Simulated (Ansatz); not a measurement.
# As4C3 (built on the sites of a database entry of C3N4): from the cell to its phonons

Wanted: phonon frequencies of As4C3 (built on the sites of a database entry of C3N4) and what follows from them.

Program: Ansatz 0.2.0. Level of theory: DFT PBEsol, scalar-relativistic, plane waves, PAW. Results are calculated unless marked as measured.

The structure was built from a prototype and need not be the compound's stable phase.

## (1) Set-up

Symmetry: P-43m, No. 215, cubic system. Conventional cell: a = 4.605 Å, b = 4.605 Å, c = 4.605 Å, α = 90.00°, β = 90.00°, γ = 90.00°. Nearest to C lie 4 As at 1.98 Å. Nearest to As lie 3 C at 1.98 Å. Farther neighbours are not listed.

## (2) Coarse relaxation

A rough relaxation comes first, because large forces or stress need no tight tolerances yet.

Contents of input.yaml:

```yaml
crystal:
  lattice:
    - [4.60499, 0.0, 0.0]
    - [0.0, 4.60499, 0.0]
    - [0.0, 0.0, 4.60499]
  atoms:
    - { symbol: C, position: [0.0, 0.0, 0.5] }
    - { symbol: C, position: [0.5, 0.0, 0.0] }
    - { symbol: C, position: [0.0, 0.5, 0.0] }
    - { symbol: As, position: [0.245687, 0.245687, 0.754313] }
    - { symbol: As, position: [0.754313, 0.754313, 0.754313] }
    - { symbol: As, position: [0.245687, 0.754313, 0.245687] }
    - { symbol: As, position: [0.754313, 0.245687, 0.245687] }
kpoints:
  mp_grid: { grid: [4, 4, 4] }
hamiltonian:
  xc: pbesol
scf:
  occupations: { method: gaussian, width: 0.1 }
output:
  forces: true
  stress: true
  eigenvalues: true
relax:
  adjacent_minimum: "off"
  f_tol: 0.05
  max_steps: 80
  cell: { stress_tol: 0.5 }
```

Command:

```
ansatz run input.yaml --threads 8 --pin off --max-ram 14336MiB --backend cpu --events-out ev --progress --plain --runs-dir out
```

Numbers of over 12 decimals in the logs are rounded to 6 here.

Log:

```text
The last accepted step is kept in <dir> (removed where the run ends without a failure and the disk answers)
Engine: ansatz 0.2.0, x86_64-unknown-linux-gnu
Pseudopotentials: kind: paw
Pseudopotential: C, paw, valence charge 4, recommended cutoff 420 eV (normal), C.paw.azcp
Pseudopotential: As, paw, valence charge 15, recommended cutoff 420 eV (normal), As.paw.azcp
Functional definition: PBEsol
  exchange = pbesol_x
[...]
- [0, 4.543219, 0]
    - [0, 0, 4.543219]
  atoms:
    - { symbol: C, position: [1.574089401538071e-18, 8.744941119655949e-19, 0.5] }
    - { symbol: C, position: [0.5, 8.744941119655949e-19, 0] }
    - { symbol: C, position: [1.5740894015380714e-18, 0.5, 0] }
    - { symbol: As, position: [0.272441, 0.272441, 0.727559] }
    - { symbol: As, position: [0.727559, 0.727559, 0.727559] }
    - { symbol: As, position: [0.272441, 0.727559, 0.272441] }
    - { symbol: As, position: [0.727559, 0.272441, 0.272441] }
[key lines of the parts left out:]
SCF converged after 4 iterations
Free energy (F): -19986.419307 eV
Fermi energy:    12.647829 eV
P = ⅓ Tr σ = -0.1821 GPa (-1.821 kbar)
```

Run time: 3 s. Hardware: 8 threads of AMD EPYC 7B13 (Zen 3), shared host; peak memory 0.52 GiB; 18 s of CPU time.

The steps of the relaxation:

| step | energy less that of the first step (eV) | largest force component (eV/Å) | pressure (GPa) | volume (Å³) |
| --- | --- | --- | --- | --- |
| 1 | 0.0000 | 2.6413 | 7.01 | 97.65 |
| 2 | -2.0543 | 0.2423 | -0.42 | 94.66 |
| 3 | -2.0712 | 0.0637 | -0.23 | 93.72 |
| 4 | -2.0720 | 0.0043 | -0.12 | 93.78 |
| 5* | -2.0685 | 0.0041 | -0.18 | 93.78 |

Relaxation steps marked * repeat the geometry before them on a plane-wave basis chosen anew for their cell, so energy and pressure can jump there.

The run keeps the 24 symmetry operations that it works with, so distortions that break them were not tested.

| conventional cell, symmetrised | before | after | change |
| --- | --- | --- | --- |
| a (Å) | 4.605 | 4.543 | -1.3 % |
| b (Å) | 4.605 | 4.543 | -1.3 % |
| c (Å) | 4.605 | 4.543 | -1.3 % |
| volume (Å³/atom) | 13.95 | 13.40 | -4.0 % |

The atoms that moved most (Å, as changes of fractional coordinates times the final cell):

| atom | dx | dy | dz | length |
| --- | --- | --- | --- | --- |
| As5 | -0.122 | -0.122 | -0.122 | 0.211 |
| As4 | 0.122 | 0.122 | -0.122 | 0.211 |
| As6 | 0.122 | -0.122 | 0.122 | 0.211 |
| As7 | -0.122 | 0.122 | 0.122 | 0.211 |

Numbers from this step:

```
pressure          : -0.1821 GPa
volume per atom   : 13.40 Å³
gap on the k-mesh : 0 eV
```

In this step the volume went from 13.95 to 13.40 Å³/atom.

## (3) Relaxation

Harmonic phonons are second derivatives at a point where the forces vanish, and they are wanted at zero stress, so atoms and cell are relaxed first.

Contents of input.yaml:

```yaml
crystal:
  lattice:
    - [4.5432188424, 0.0, 0.0]
    - [0.0, 4.5432188424, 0.0]
    - [0.0, 0.0, 4.5432188424]
  atoms:
    - { symbol: C, position: [0.0, 0.0, 0.5] }
    - { symbol: C, position: [0.5, 0.0, 0.0] }
    - { symbol: C, position: [0.0, 0.5, 0.0] }
    - { symbol: As, position: [0.2724414785, 0.2724414785, 0.7275585215] }
    - { symbol: As, position: [0.7275585215, 0.7275585215, 0.7275585215] }
    - { symbol: As, position: [0.2724414785, 0.7275585215, 0.2724414785] }
    - { symbol: As, position: [0.7275585215, 0.2724414785, 0.2724414785] }
kpoints:
  mp_grid: { grid: [8, 8, 8] }
hamiltonian:
  xc: pbesol
scf:
  occupations: { method: gaussian, width: 0.1 }
output:
  forces: true
  stress: true
  eigenvalues: true
  write_density: true
  write_potential: true
  elf: true
  volumetric_format: npy
relax:
  adjacent_minimum: "off"
  f_tol: 0.005
  max_steps: 80
  cell: { stress_tol: 0.05 }
```

Log:

```text
[...]
Crystal: 7 atoms, lattice volume = 93.776 Å³
Basis set: ecut = 420 eV, 1839 PW (Γ), exchange–correlation on 64×64×64 points (8 copies of the dense FFT grid, shifted against one another)
Bands: 44, of which v1, the nominal top of the filled ones, is band 36 counted from 1 (35 counted from 0)
Symmetry: 24 space group operations
[...]
k-points: 35 of 512 (time reversal used)
[...]
cell:  # Å, volume = 93.5387 Å³
    - [4.539386, 0, 0]
    - [0, 4.539386, 0]
    - [0, 0, 4.539386]
  atoms:
    - { symbol: C, position: [0, 0, 0.5] }
    - { symbol: C, position: [0.5, 0, 0] }
    - { symbol: C, position: [0, 0.5, 0] }
    - { symbol: As, position: [0.272673, 0.272673, 0.727327] }
    - { symbol: As, position: [0.727327, 0.727327, 0.727327] }
    - { symbol: As, position: [0.272673, 0.727327, 0.272673] }
    - { symbol: As, position: [0.727327, 0.272673, 0.272673] }
[key lines of the parts left out:]
SCF converged after 5 iterations
Free energy (F): -19986.454299 eV
Fermi energy:    12.538251 eV
P = ⅓ Tr σ = -0.0055 GPa (-0.055 kbar)
```

Elapsed: 8.2 s, on 8 threads; peak memory 0.65 GiB; 58 s of CPU time.

Little changed from the start: no atom moved by 0.005 Å and no cell edge by 0.1 %.

Numbers from this step:

```yaml
pressure: -0.005482 GPa
volume_per_atom: 13.36 Å³
```

In this step the volume went from 13.40 to 13.36 Å³/atom.

## (4) Tight relaxation

Phonons need a cell at rest on their own settings, so the relaxation is repeated with tight tolerances on forces and stress, using the mesh and the filling of the phonon run that follows.

Contents of input.yaml:

```yaml
crystal:
  lattice:
    - [4.5393857925, 0.0, 0.0]
    - [0.0, 4.5393857925, 0.0]
    - [0.0, 0.0, 4.5393857925]
  atoms:
    - { symbol: C, position: [0.0, 0.0, 0.5] }
    - { symbol: C, position: [0.5, 0.0, 0.0] }
    - { symbol: C, position: [0.0, 0.5, 0.0] }
    - { symbol: As, position: [0.2726731756, 0.2726731756, 0.7273268244] }
    - { symbol: As, position: [0.7273268244, 0.7273268244, 0.7273268244] }
    - { symbol: As, position: [0.2726731756, 0.7273268244, 0.2726731756] }
    - { symbol: As, position: [0.7273268244, 0.2726731756, 0.2726731756] }
kpoints:
  mp_grid: { grid: [8, 8, 8] }
hamiltonian:
  xc: pbesol
scf:
  occupations: { method: methfessel_paxton, width: 0.2 }
output:
  forces: true
  stress: true
  eigenvalues: true
relax:
  adjacent_minimum: "off"
  f_tol: 0.001
  max_steps: 60
  cell: { stress_tol: 0.01 }
```

Log:

```text
[...]
Crystal: 7 atoms, lattice volume = 93.539 Å³
Basis set: ecut = 420 eV, 1839 PW (Γ), exchange–correlation on 64×64×64 points (8 copies of the dense FFT grid, shifted against one another)
Bands: 44, of which v1, the nominal top of the filled ones, is band 36 counted from 1 (35 counted from 0)
Symmetry: 24 space group operations
[...]
k-points: 35 of 512 (time reversal used)
[...]
cell:  # Å, volume = 93.5163 Å³
    - [4.539024, 0, 0]
    - [0, 4.539024, 0]
    - [0, 0, 4.539024]
  atoms:
    - { symbol: C, position: [0, 0, 0.5] }
    - { symbol: C, position: [0.5, 0, 0] }
    - { symbol: C, position: [0, 0.5, 0] }
    - { symbol: As, position: [0.272677, 0.272677, 0.727323] }
    - { symbol: As, position: [0.727323, 0.727323, 0.727323] }
    - { symbol: As, position: [0.272677, 0.727323, 0.272677] }
    - { symbol: As, position: [0.727323, 0.272677, 0.272677] }
[key lines of the parts left out:]
SCF converged after 5 iterations
Free energy (F): -19986.451520 eV
Fermi energy:    12.540835 eV
P = ⅓ Tr σ = 0.0047 GPa (0.047 kbar)
```

It took 5.9 s on 8 threads; peak memory 0.64 GiB.

Little changed from the start: no atom moved by 0.005 Å and no cell edge by 0.1 %.

This step gave:

```yaml
pressure: 0.004690 GPa
```

The largest force component left is 0.52 meV/Å and the pressure is 0.005 GPa, within the tolerances set. The cell now holds 13.36 Å³/atom.

## (5) Zone-centre response

The zone centre comes first: it holds the modes that light can see, as far as symmetry allows. No field response is asked, since the mesh shows no gap.

Contents of input.yaml:

```yaml
crystal:
  lattice:
    - [4.5390241658, 0.0, 0.0]
    - [0.0, 4.5390241658, 0.0]
    - [0.0, 0.0, 4.5390241658]
  atoms:
    - { symbol: C, position: [0.0, 0.0, 0.5] }
    - { symbol: C, position: [0.5, 0.0, 0.0] }
    - { symbol: C, position: [0.0, 0.5, 0.0] }
    - { symbol: As, position: [0.2726769789, 0.2726769789, 0.7273230211] }
    - { symbol: As, position: [0.7273230211, 0.7273230211, 0.7273230211] }
    - { symbol: As, position: [0.2726769789, 0.7273230211, 0.2726769789] }
    - { symbol: As, position: [0.7273230211, 0.2726769789, 0.2726769789] }
kpoints:
  mp_grid: { grid: [8, 8, 8] }
hamiltonian:
  xc: pbesol
scf:
  occupations: { method: methfessel_paxton, width: 0.2 }
output:
  eigenvalues: true
phonons:
  method: dfpt
```

Log:

```text
[...]
Crystal: 7 atoms, lattice volume = 93.516 Å³
Basis set: ecut = 420 eV, 1839 PW (Γ), exchange–correlation on 64×64×64 points (8 copies of the dense FFT grid, shifted against one another)
Bands: 44, of which v1, the nominal top of the filled ones, is band 36 counted from 1 (35 counted from 0)
Symmetry: 24 space group operations
k-points: 260 of 512 (irreducible under 1 space group operation, time reversal used)
[...]
SCF iter   1: F=—  HF=-19986.478586 eV  |F-HF|=—  |Δ(HF+E_count)|=         —  Δρ=8.85e-3  dr2=1.01e-1  ethr=1.77e-3  ⟨swp⟩=5.2  Hψ=41056  notcnv=0
[...]
SCF iter  11: F=-19986.451520 eV  HF=-19986.451520 eV  |F-HF|=3.64e-12  |Δ(HF+E_count)|=  3.64e-12  S|Δr|=    0.00e0  Δρ=4.50e-8  dr2=2.99e-12  ethr=1.00e-12  ⟨swp⟩=9.3  Hψ=55237  notcnv=0
SCF 1 converged in 11 iterations: F = -19986.451520 eV  dr2 = 2.99e-12
[...]
DFPT response loops at Γ: preconditioner auto → Kerker (q_TF=auto, 2.612 Å⁻¹) (partly filled bands, converged f_vac=0.000); β = 1.00, the filter's whole step (`scf.mixing.beta` (0.50) is not read by the response loops under this deck's `scf.mixing.preconditioner`; to damp them name `kerker` or `kerker_dos`, under which they read `scf.mixing.beta`, and type it under 1.00, their step now; both keys bind the ground state too); Broyden in place of MSR1
SCF converged after 11 iterations
[...]
Free energy (F): -19986.451520 eV
[...]
Internal energy: -19986.452570 eV  (E = F + TS)
E sigma→0 (E₀):  -19986.451783 eV
Entropy (-TS):   0.001049 eV (0.150 meV/atom)
Fermi energy:    12.540835 eV
Step filling:    the computed levels leave a gap of 0.0000 eV = 0.0 smearing widths at the electron count; against every level under it full and every level over it empty, smearing changes F+E_penalty+E_count by -1.748 meV and its σ→0 estimate by -2.010 meV
[...]
--- Band table (eV; the first three rows and the last of 260) ---
  k-point 0: bands = [... 32 lower, 9.0583, 11.7916, 11.7916, 12.7080, 12.7080, 12.7080, 14.2948, 14.8089, ... 4 higher]
  k-point 1: bands = [... 32 lower, 8.9547, 11.8943, 12.2952, 12.5064, 12.5095, 12.5095, 14.3615, 15.0285, ... 4 higher]
  k-point 2: bands = [... 32 lower, 8.8685, 11.1975, 11.9187, 11.9187, 12.7166, 13.5086, 14.7612, 15.2033, ... 4 higher]
  k-point 259: bands = [... 32 lower, 10.1583, 12.7484, 12.7484, 12.7484, 13.7390, 13.7390, 13.7390, 16.3714, ... 4 higher]
--- Phonons (Γ-DFPT): 3 representative perturbations + reference, on 260 of 512 k-points (Σ response iterations 11) ---
  k mesh reduced under 1 symmetry operation, with k and −k counted as one. Each operation leaves every solved perturbation unchanged. A smaller set is not used because it would not reduce the number of displacements times k-points to solve
  ASR residual: 7.290e-5 → 0.000e0 eV/Å²; symmetrization residual: 4.961e-6 eV/Å²
  ASR residual per site (eV/Å²): 7.29e-5 7.29e-5 7.29e-5 3.18e-5 3.18e-5 3.18e-5 3.18e-5
  Γ frequencies (cm⁻¹): 0.00 0.00 0.00 150.91 150.91 150.91 177.17 177.17 177.17 269.30 269.30 312.59 500.58 500.58 500.58 518.91 518.91 518.91 617.99 617.99 617.99
  non-analytic LO–TO correction: not included (Born effective charges unavailable; polar crystals: no LO–TO splitting at Γ)
```

The job ended after 63 s (8 threads; peak memory 3.5 GiB; 7.1 min of CPU time).

Reading the cycles: dr2 is the Hartree energy of the density residual (eV), the measure of convergence; HF is the Harris–Foulkes estimate of the energy, which meets the free energy F at convergence.

This step gave:

```
sum-rule residual before enforcement                    : 7.29e-5 eV/Å²
point group                                             : -43m
highest optical mode at the zone centre (no LO-TO term) : 618.0 cm⁻¹
lowest optical zone-centre mode                         : 150.9 cm⁻¹
```

Patterns of degenerate modes are one choice out of their space. Modes at Γ, with each element's share of the kinetic energy:

| mode | frequency (cm⁻¹) | symmetry | C % | As % |
| --- | --- | --- | --- | --- |
| 1 | 0.0 | acoustic | 11 | 89 |
| 2 | 0.0 | acoustic | 11 | 89 |
| 3 | 0.0 | acoustic | 11 | 89 |
| 4 | 150.9 | T1 | 10 | 90 |
| 5 | 150.9 | T1 | 10 | 90 |
| 6 | 150.9 | T1 | 10 | 90 |
| 7 | 177.2 | T2 | 1 | 99 |
| 8 | 177.2 | T2 | 1 | 99 |
| 9 | 177.2 | T2 | 1 | 99 |
| 10 | 269.3 | E | 0 | 100 |
| 11 | 269.3 | E | 0 | 100 |
| 12 | 312.6 | A1 | 0 | 100 |
| 13 | 500.6 | T1 | 90 | 10 |
| 14 | 500.6 | T1 | 90 | 10 |
| 15 | 500.6 | T1 | 90 | 10 |
| 16 | 518.9 | T2 | 92 | 8 |
| 17 | 518.9 | T2 | 92 | 8 |
| 18 | 518.9 | T2 | 92 | 8 |
| 19 | 618.0 | T2 | 96 | 4 |
| 20 | 618.0 | T2 | 96 | 4 |
| 21 | 618.0 | T2 | 96 | 4 |

Displacements in mode 5 (150.9 cm⁻¹), the largest set to 1:
```
C1   0.00  0.88  0.00
C2   0.00 -0.88 -0.75
C3   0.00  0.00  0.75
As4  0.08  0.46  0.54
As5  1.00 -0.46 -0.54
As6 -0.08  0.46  0.54
As7 -1.00 -0.46 -0.54
```

Displacements in mode 15 (500.6 cm⁻¹), the largest set to 1:
```
C1   0.00  0.07  0.00
C2   0.00 -0.07 -1.00
C3   0.00  0.00  1.00
As4  0.06 -0.07  0.00
As5 -0.07  0.07  0.00
As6 -0.06 -0.07  0.00
As7  0.07  0.07  0.00
```

Before it was imposed, the acoustic sum rule was missed by 7.3e-5 eV/Å². Small misses are needed for a sound result but don't prove that mesh and cutoff are converged. The lowest optical mode is real, 151 cm⁻¹.

(Part 1 of 2 ends here.)

[Logs are printed without paths, hosts, clocks, repeated set-up lines and the standing remarks that a program may print on its own settings, such as how far it seeks lower states.]

[Hosts, paths, dates, database ids (printed as entryN), source tags and the programs' standing remarks are cut or masked in the printed files.]
